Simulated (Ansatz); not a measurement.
# MgTiS3 in Pmc2_1, a phase reached by a soft mode: following an unstable mode, part 3 of 3

Which phase does MgTiS3 in Pmc2_1, a phase reached by a soft mode fall into along its unstable mode, and how much energy does it gain?

Ansatz 0.2.0; DFT PBE, scalar-relativistic, plane waves, PAW; PAW set soft_1.

So far. Step 4 (The mode frozen in, largest atomic shift 0.08 Å): The run ends at a pressure of -0.03 GPa, with forces up to 0.011 eV/Å. Step 5 (Energy along the mode, all amplitudes (two of the runs …): The lowest of the steps tried is at 0.08 Å, 0.032 meV/atom below the parent; the bottom of the well need not coincide with a step.

The structure was built from a prototype and need not be the compound's stable phase.

## 7. The new phase in its own primitive cell

The relaxed structure is symmetrised, reduced to its primitive cell and relaxed tightly, as its phonons need.

input.yaml reads:

```yaml
crystal:
  lattice:
    - [3.4963106668, 0.0, 0.0]
    - [0.0, 6.1651508372, 0.0]
    - [-1.7429407637, 0.0, 9.0763604884]
  atoms:
    - { symbol: Mg, position: [0.9899670956, 0.9424828202, 0.9810105291] }
    - { symbol: Mg, position: [0.0100329044, 0.4424828202, 0.0189894709] }
    - { symbol: Ti, position: [0.3054827584, 0.436076814, 0.6641970171] }
    - { symbol: Ti, position: [0.6945172416, 0.936076814, 0.3358029829] }
    - { symbol: S, position: [0.7763654041, 0.2406280368, 0.5437540874] }
    - { symbol: S, position: [0.5585966452, 0.7087234294, 0.115281274] }
    - { symbol: S, position: [0.2236345959, 0.7406280368, 0.4562459126] }
    - { symbol: S, position: [0.4414033548, 0.2087234294, 0.884718726] }
    - { symbol: S, position: [0.8904627166, 0.6636365203, 0.7704157186] }
    - { symbol: S, position: [0.1095372834, 0.1636365203, 0.2295842814] }
kpoints:
  mp_grid: { grid: [8, 4, 4] }
hamiltonian:
  xc: pbe
  pseudopotentials: { kind: paw, azcp: { folder: soft_1 } }
scf:
  occupations: { method: fixed }
output:
  forces: true
  stress: true
  eigenvalues: true
relax:
  adjacent_minimum: "off"
  f_tol: 0.001
  max_steps: 60
  cell: { stress_tol: 0.01 }
```

The run is started by

```sh
$ ansatz run input.yaml --threads 4 --pin off --max-ram 16384MiB --backend cpu --events-out ev --progress --plain --runs-dir out
```

Numbers of over 12 decimals in the logs are rounded to 6 here.

Output:

```text
[...]
Crystal: 10 atoms, lattice volume = 195.644 Å³
Basis set: ecut = 420 eV, 3851 PW (Γ), exchange–correlation on 48×90×128 points (8 copies of the dense FFT grid, shifted against one another)
Bands: 50, of which v1, the nominal top of the filled ones, is band 40 counted from 1 (39 counted from 0)
Symmetry: 2 space group operations
[...]
- { symbol: Ti, position: [0.309477, 0.436083, 0.664195] }
    - { symbol: Ti, position: [0.690523, 0.936083, 0.335805] }
    - { symbol: S, position: [0.775629, 0.241374, 0.543684] }
    - { symbol: S, position: [0.558487, 0.708491, 0.115408] }
    - { symbol: S, position: [0.224371, 0.741374, 0.456316] }
    - { symbol: S, position: [0.441513, 0.208491, 0.884591647437] }
    - { symbol: S, position: [0.889781, 0.663386, 0.770513] }
    - { symbol: S, position: [0.110219, 0.163386, 0.229487] }
[key lines of the parts left out:]
SCF converged after 9 iterations
Free energy (F): -14272.005916 eV
Fermi energy:    6.511882 eV
P = ⅓ Tr σ = 0.0006 GPa (0.006 kbar)
```

Wall time 3.3 min (4 threads of Arm Neoverse V1, shared host); peak memory 0.78 GiB.

Step by step:

```csv
step,energy less that of the first step (eV),largest force component (eV/Å),pressure (GPa),volume (Å³)
1,0.0000,0.0323,-0.02,195.64
2,-0.0001,0.0257,0.00,195.55
3,-0.0002,0.0236,0.00,195.55
4,0.0055,0.1112,-0.33,195.69
5,0.0003,0.0275,0.04,195.32
6,-0.0005,0.0102,-0.04,195.55
7,-0.0005,0.0179,0.04,195.43
8,-0.0005,0.0052,0.00,195.50
9,-0.0005,0.0054,-0.01,195.51
10,-0.0005,0.0068,0.00,195.52
11,-0.0006,0.0010,0.00,195.52
12,-0.0006,0.0013,0.00,195.52
13,-0.0006,0.0004,0.00,195.52
14*,-0.0005,0.0004,0.00,195.52
```

Relaxation steps marked * repeat the geometry before them on a plane-wave basis chosen anew for their cell, so energy and pressure can jump there. Relaxation steps 4, 5, 7, 12 were tried and not accepted.

The run keeps the 2 symmetry operations that it works with, so distortions that break them were not tested.

```csv
cell as run,before,after,change
a (Å),3.496,3.494,-0.1 %
b (Å),6.165,6.166,+0.0 %
c (Å),9.242,9.241,-0.0 %
volume (Å³/atom),19.56,19.55,-0.1 %
```

The atoms that moved most (Å, as changes of fractional coordinates times the final cell):

```csv
atom,dx,dy,dz,length
Ti3,0.014,0.000,0.000,0.014
Ti4,-0.014,0.000,0.000,0.014
S5,-0.002,0.005,-0.001,0.005
S7,0.002,0.005,0.001,0.005
```

Numbers from this step:

| Item | Value |
| --- | --- |
| pressure | 5.89e-4 GPa |
| gap on the k-mesh | 0.5795 eV |
| volume per atom | 19.55 Å³ |
| direct gap on mesh | 0.5795 eV |

The largest force component left is 0.42 meV/Å and the pressure is 0.001 GPa, within the tolerances set. The cell now holds 19.55 Å³/atom.

## 8. Modes of the new phase

A relaxed structure may still be a saddle point, so its zone-centre modes are computed. The response to a homogeneous field gives the Born charges and the dielectric tensor.

input.yaml reads:

```yaml
crystal:
  lattice:
    - [3.4940832525, 0.0, 7.74219e-05]
    - [0.0, 6.1662682049, 0.0]
    - [-1.7416293928, 0.0, 9.0748910202]
  atoms:
    - { symbol: Mg, position: [0.9900619347, 0.9422133021, 0.9810043901] }
    - { symbol: Mg, position: [0.0099380653, 0.4422133021, 0.0189956099] }
    - { symbol: Ti, position: [0.3094767986, 0.436082724, 0.6641948991] }
    - { symbol: Ti, position: [0.6905232014, 0.936082724, 0.3358051009] }
    - { symbol: S, position: [0.7756286285, 0.2413738356, 0.5436844119] }
    - { symbol: S, position: [0.5584873295, 0.7084914526, 0.1154083526] }
    - { symbol: S, position: [0.2243713715, 0.7413738356, 0.4563155881] }
    - { symbol: S, position: [0.4415126705, 0.2084914526, 0.8845916474] }
    - { symbol: S, position: [0.8897813344, 0.6633863065, 0.7705127079] }
    - { symbol: S, position: [0.1102186656, 0.1633863065, 0.2294872921] }
kpoints:
  mp_grid: { grid: [8, 4, 4] }
hamiltonian:
  xc: pbe
  pseudopotentials: { kind: paw, azcp: { folder: soft_1 } }
scf:
  occupations: { method: fixed }
output:
  eigenvalues: true
phonons:
  method: dfpt
  dielectric: true
  rigid_motions: translations
```

Output:

```text
[...]
Crystal: 10 atoms, lattice volume = 195.523 Å³
Basis set: ecut = 420 eV, 3847 PW (Γ), exchange–correlation on 48×96×128 points (8 copies of the dense FFT grid, shifted against one another)
Bands: 50, of which v1, the nominal top of the filled ones, is band 40 counted from 1 (39 counted from 0)
Symmetry: 2 space group operations
k-points: 68 of 128 (irreducible under 1 space group operation, time reversal used)
[...]
SCF iter   1: F=—  HF=-14273.415480 eV  |F-HF|=—  |Δ(HF+E_count)|=         —  Δρ=4.48e-2  dr2=8.77e0  ethr=3.10e-3  ⟨swp⟩=6.0  Hψ=13362  notcnv=0  defer=509
[...]
SCF iter  14: F=-14272.005916 eV  HF=-14272.005916 eV  |F-HF|=5.46e-12  |Δ(HF+E_count)|=  2.73e-11  Δρ=5.14e-8  dr2=6.98e-12  ethr=1.00e-12  ⟨swp⟩=16.0  Hψ=23177  notcnv=0
SCF 1 converged in 14 iterations: F = -14272.005916 eV  dr2 = 6.98e-12
[...]
NSCF: frozen V_eff on 2 k-points
[...]
Bands: 41, of which v1, the nominal top of the filled ones, is band 40 counted from 1 (39 counted from 0)
k-points: 288 of 1152 (time reversal used)
[...]
Eigensolver: Dense (288 Hₖ)
SCF iter   1: F=—  HF=-14271.885026 eV  |F-HF|=—  |Δ(HF+E_count)|=         —  Δρ=3.68e-4  dr2=1.27e-4  ethr=1.00e-1
[...]
SCF iter   5: F=-14271.885094 eV  HF=-14271.885094 eV  |F-HF|=4.73e-8  |Δ(HF+E_count)|=   3.91e-7  Δρ=4.47e-6  dr2=6.63e-8  ethr=1.13e-9
SCF 1 converged in 5 iterations: F = -14271.885094 eV  dr2 = 6.63e-8
[...]
WARN: field response: inside a basis, on 18×8×8 points, no mesh in reach settles it: take ε∞, Z* and everything formed from them with what they may err, as stated (eps_inf_uncertainty, zstar_uncertainty_e), and compare with field_mesh: kpoints on a denser kpoints.mp_grid
[...]
SCF converged after 14 iterations
Free energy (F): -14272.005916 eV
[...]
Internal energy: -14272.005916 eV  (E = F + TS)
E sigma→0 (E₀):  -14272.005916 eV
Fermi energy:    6.511882 eV
[...]
--- Band table (eV; the first three rows and the last of 68) ---
  k-point 0: bands = [... 36 lower, 6.1118, 6.3633, 6.4084, 6.5119, 7.0913, 7.2641, 7.7836, 7.9058, ... 6 higher]
  k-point 1: bands = [... 36 lower, 5.8745, 6.1293, 6.2302, 6.3777, 7.2320, 7.2526, 7.7771, 7.9668, ... 6 higher]
  k-point 2: bands = [... 36 lower, 5.7538, 5.7617, 6.0987, 6.2621, 7.2256, 7.2986, 7.7845, 8.0123, ... 6 higher]
  k-point 67: bands = [... 36 lower, 5.2353, 5.2353, 5.6829, 5.6829, 7.3867, 7.3867, 8.1803, 8.1803, ... 6 higher]
[...]
ASR residual: 6.340e-5 → 0.000e0 eV/Å²; symmetrization residual: 9.245e-6 eV/Å²
[...]
ε∞ (high-frequency dielectric tensor):
       16.453045     0.000000     0.032144
        0.000000     9.485499     0.000000
        0.032144     0.000000    11.253470
  ε⁰ (static dielectric tensor: ions relaxed, cell fixed):
      104.459708    -0.000000     3.918481
       -0.000000    26.278055     0.000000
        3.918481     0.000000    36.543875
  ε⁰ − ε∞ (ionic part):
       88.006663    -0.000000     3.886337
       -0.000000    16.792557     0.000000
        3.886337     0.000000    25.290405
[...]
Born effective charges Z* (e; rows j = field, columns β = displacement):
    site 0:
         2.12852   -0.23461   -0.03915
        -0.03307    2.47275   -0.00530
        -0.02003   -0.22509    3.34373
    site 1:
         2.12852    0.23461   -0.03915
         0.03307    2.47275    0.00530
        -0.02003    0.22509    3.34373
    site 2:
         8.68438   -0.39436    0.14030
        -0.40930    4.13420   -1.14112
         0.03055   -0.75014    4.68034
    site 3:
         8.68438    0.39436    0.14030
         0.40930    4.13420    1.14112
         0.03055    0.75014    4.68034
    site 4:
        -4.71492    0.16497    0.01149
        -0.12842   -2.13762   -1.32718
        -0.21512   -1.39560   -1.95216
    site 5:
        -2.08131   -0.10703   -0.13674
        -0.09030   -2.26980   -1.15047
        -0.07065   -1.20811   -3.38589
    site 6:
        -4.71492   -0.16497    0.01149
         0.12842   -2.13762    1.32718
        -0.21512    1.39560   -1.95216
    site 7:
        -2.08131    0.10703   -0.13674
         0.09030   -2.26980    1.15047
        -0.07065    1.20811   -3.38589
    site 8:
        -4.01667    0.08120    0.02410
         0.33198   -2.19953   -0.95633
         0.27525   -0.90648   -2.68602
    site 9:
        -4.01667   -0.08120    0.02410
        -0.33198   -2.19953    0.95633
         0.27525    0.90648   -2.68602
  Z* charge neutrality: 1.871e-2 e pre-enforcement
  solved inside a basis spanned on kpoints, on 18×8×8 k-points, which do not settle them: ε∞ is read to err by 3.2e-1, Z* by 1.7e-1 e (field_mesh: kpoints solves on kpoints); Z* is corrected for what the basis lacks
  optical modes at Γ without the LO–TO term, one row a degenerate level:
      ω (cm⁻¹)  modes    IR ((D/Å)²/amu)
         69.69      1             2.5971
[...]
optical modes at Γ + LO–TO along q̂ = [1.0000, 0.0000, 0.0000]:
      ω (cm⁻¹)  modes    IR ((D/Å)²/amu)
[...]
optical modes at Γ + LO–TO along q̂ = [0.0000, 1.0000, 0.0000]:
      ω (cm⁻¹)  modes    IR ((D/Å)²/amu)
[...]
optical modes at Γ + LO–TO along q̂ = [0.0000, 0.0000, 1.0000]:
      ω (cm⁻¹)  modes    IR ((D/Å)²/amu)
[...]
214.65      1             0.4867
        227.40      1             0.0140
        256.73      1             0.8041
        289.94      1            12.4290
        293.56      1             6.4825
        301.25      1            32.1585
        341.57      1             3.2678
        341.58      1             7.9888
        348.85      1            15.4962
        381.84      1            20.4248
        390.55      1             3.7111
        400.12      1            30.7961
```

It took 9.4 min on 4 threads; peak memory 4.1 GiB.

Numbers from this step:

```
sum-rule residual before enforcement                    : 6.34e-5 eV/Å²
miss of the charge sum rule                             : 0.01871 e
estimated error of the dielectric tensor                : 0.3192
estimated error of the Born charges                     : 0.1683 e
point group                                             : 2
highest optical mode at the zone centre (no LO-TO term) : 391.4 cm⁻¹
lowest optical zone-centre mode                         : 69.69 cm⁻¹
mean high-frequency dielectric constant                 : 12.40
largest Born charge (third of the trace)                : 5.833 e
mean static dielectric constant                         : 55.76
top of the zone-centre spectrum with the field          : 408.5 cm⁻¹
```

Patterns of degenerate modes are one choice out of their space. The modes at Γ (shares of kinetic energy by element, %):

```csv
mode,frequency (cm⁻¹),symmetry,Mg %,Ti %,S %
1,0.0,acoustic,14,28,57
2,0.0,acoustic,14,28,57
3,0.0,acoustic,14,28,57
4,69.7,A,7,29,65
5,94.6,A,4,59,36
6,99.5,B,22,57,21
7,124.9,B,13,38,49
8,137.4,A,45,6,50
9,144.2,B,7,19,74
10,146.7,A,3,48,49
11,154.7,B,7,29,64
12,166.6,A,3,28,69
13,173.2,B,5,7,88
14,187.0,A,36,25,39
15,194.3,A,83,1,15
16,204.2,B,7,16,76
17,209.4,A,31,1,68
18,211.2,A,8,2,90
19,214.0,B,4,4,93
20,227.4,A,11,0,88
21,253.6,B,63,5,32
22,256.7,A,27,8,65
23,291.2,B,44,0,56
24,301.2,A,26,9,65
25,309.4,B,3,8,89
26,341.6,A,2,9,89
27,343.4,B,34,6,60
28,366.0,B,55,12,33
29,390.6,A,1,45,54
30,391.4,B,7,41,52
```

Displacements in mode 4 (69.7 cm⁻¹), the largest set to 1:
```
Mg1  0.01 -0.42  0.28
Mg2 -0.01 -0.42 -0.28
Ti3  0.71 -0.03  0.16
Ti4 -0.71 -0.03 -0.16
S5   0.03  1.00 -0.55
S6  -0.05 -0.52  0.33
S7  -0.03  1.00  0.55
S8   0.05 -0.52 -0.33
S9   0.09 -0.11  0.28
S10 -0.09 -0.11 -0.28
```

Displacements in mode 24 (301.2 cm⁻¹), the largest set to 1:
```
Mg1 -0.03 -0.89  0.18
Mg2  0.03 -0.89 -0.18
Ti3  0.04 -0.38 -0.01
Ti4 -0.04 -0.38  0.01
S5   0.09 -0.15 -0.14
S6   0.01  1.00  0.51
S7  -0.09 -0.15  0.14
S8  -0.01  1.00 -0.51
S9  -0.17  0.40  0.34
S10  0.17  0.40 -0.34
```

High-frequency dielectric tensor, which the program warns is not settled by the k meshes in reach. Tensor:

```csv
,x,y,z
x,16.45,0,0.032
y,0,9.486,0
z,0.032,0,11.25
```

Static dielectric tensor, which the program warns is not settled by the k meshes in reach. Tensor:

```csv
,x,y,z
x,104.5,0,3.918
y,0,26.28,0
z,3.918,0,36.54
```

Optical modes at the zone centre, without and with the macroscopic field of the longitudinal modes; each column is sorted by frequency, so a row need not hold one and the same mode. Modes with and without the field, by row:

```csv
rank among optical modes,no field (cm⁻¹),"q along (1, 0, 0) (cm⁻¹)","q along (0, 1, 0) (cm⁻¹)","q along (0, 0, 1) (cm⁻¹)"
1,69.7,69.7,78,69.7
2,94.6,94.6,94.6,94.6
3,99.5,112,99.5,101
4,124.9,127.4,124.9,130.7
5,137.4,137.4,138,137.4
6,144.2,146.7,144.2,144.7
7,146.7,153.1,154.7,146.7
8,154.7,166.6,161.4,166.6
9,166.6,173.1,173.2,169.1
10,173.2,187,175.1,187
11,187,194.3,187.2,192.2
12,194.3,204,194.3,194.3
13,204.2,209.4,204.2,206.1
14,209.4,211.2,210.9,209.4
15,211.2,213,214,211.2
16,214,227.4,214.1,214.7
17,227.4,246.2,227.4,227.4
18,253.6,256.7,253.6,256.7
19,256.7,271,257.6,289.9
20,291.2,301.2,291.2,293.6
21,301.2,309.1,309.4,301.2
22,309.4,334.7,335,341.6
23,341.6,341.6,343.4,341.6
24,343.4,355.1,366,348.9
25,366,373.4,366.8,381.8
26,390.6,390.6,391.4,390.6
27,391.4,395.3,408.5,400.1
```

Born charge (rows field, columns displacement) (e), principal values of the symmetric part by kind of site:

```csv
atom,atoms with these values,low,middle,high,mean
Mg1,2,2.08,2.51,3.36,2.65
Ti3,2,3.41,5.36,8.73,5.83
S5,2,-4.72,-3.41,-0.68,-2.93
S6,2,-4.14,-2.07,-1.52,-2.58
S9,2,-4.10,-3.32,-1.48,-2.97
```

In full for Mg1:

```
 2.13 -0.23 -0.04
-0.03  2.47 -0.01
-0.02 -0.23  3.34
```

Transverse modes. Lines of the infrared spectrum (strongest = 100):

```csv
position (cm⁻¹),relative intensity
70,3.9
95,0.0
100,55
125,24
137,1.2
144,100
147,14
155,49
167,1.9
173,6.8
187,0.1
194,0.0
204,1.5
209,2.7
211,0.4
214,2.2
227,0.0
254,52
257,1.2
291,18
301,48
310,15
342,4.9
344,2.7
366,6.9
390,5.5
391,3.0
```

Before it was imposed, the acoustic sum rule was missed by 6.3e-5 eV/Å² and the charge sum rule by 0.019 e. Small misses are needed for a sound result but don't prove that mesh and cutoff are converged. The lowest optical mode is real, 69.7 cm⁻¹.

The log warns of the k mesh: “the force constants stand on the 8×4×4 k-mesh, whose period is 9.82 times the interband length at k = (0.0000, 0.0000, 0.2500), direct gap 0.854 eV, under 14: take them and everything formed from them as unconverged”.

## 9. The phases reached

The phases reached along the modes that were followed are set side by side.

Energies are those of the first relaxation, on the mesh of the frozen mode; space group, volume and gap are those of the last relaxation. Phases, by row:

```csv
mode frozen in,space group,energy from parent (meV/atom),volume (Å³/atom),gap on mesh (eV),lowest zone-centre optical mode (cm⁻¹),largest shift (Å)
parent,Pmc2_1,0,21.93,1.108,–,–
"q = (0, 0, 0), 21i cm⁻¹",P2_1,-134,19.55,0.579,69.7,1.235
```

## 10. Outcome

```yaml
unstable_mode_of_the_parent: q = (0, 0, 0), 21i cm⁻¹
depth_at_the_lowest_point_sampled: 0.032 meV/atom
largest_atomic_shift_at_that_point: 0.08 Å
space_group_reached_within_0p01_a: P2_1
energy_gained_over_the_parent_first_relaxation_on_the_mesh_of_the_frozen_mode: 134 meV/atom
volume_per_atom_phase_reached: 19.6 Å³
gap_on_the_k_mesh_phase_reached: 0.579 eV
lowest_optical_zone_centre_mode_phase_reached: 69.7 cm⁻¹
highest_optical_mode_at_the_zone_centre_no_lo_to_term_phase_reached: 391 cm⁻¹
```

What this shows: From this start the structure relaxes into P2_1, 134 meV/atom below the parent. At the parent's cell the well is 0.032 meV/atom deep on the steps tried, with its lowest point at a shift of 0.08 Å. Relaxing atoms and cell changes the gain by +134.00 meV/atom against the lowest step (energies at zero smearing). Most of the total comes from this relaxation. The frozen pattern makes up only 23 % of the final shifts of the atoms, so other modes or strain give most of the change. The new phase has no imaginary mode at the zone centre of its cell; other wavevectors were not checked. How so shallow a well moves with the k mesh was not tested. Each path keeps the symmetry of its pattern, so a lower phase may lie along a pattern not tried. With the field response the log warns that the k mesh is coarse for the force constants too, so the frequencies may not be converged. In at least one run the field response is not settled by the k meshes in reach, so its dielectric tensor, Born charges and longitudinal modes are rough. The starting cell was built on a prototype and not taken from a measurement, so the phase need not exist.

[Logs are printed without paths, hosts, clocks, repeated set-up lines and the standing remarks that a program may print on its own settings, such as how far it seeks lower states.]

[Hosts, paths, dates, database ids (printed as entryN), source tags and the programs' standing remarks are cut or masked in the printed files.]
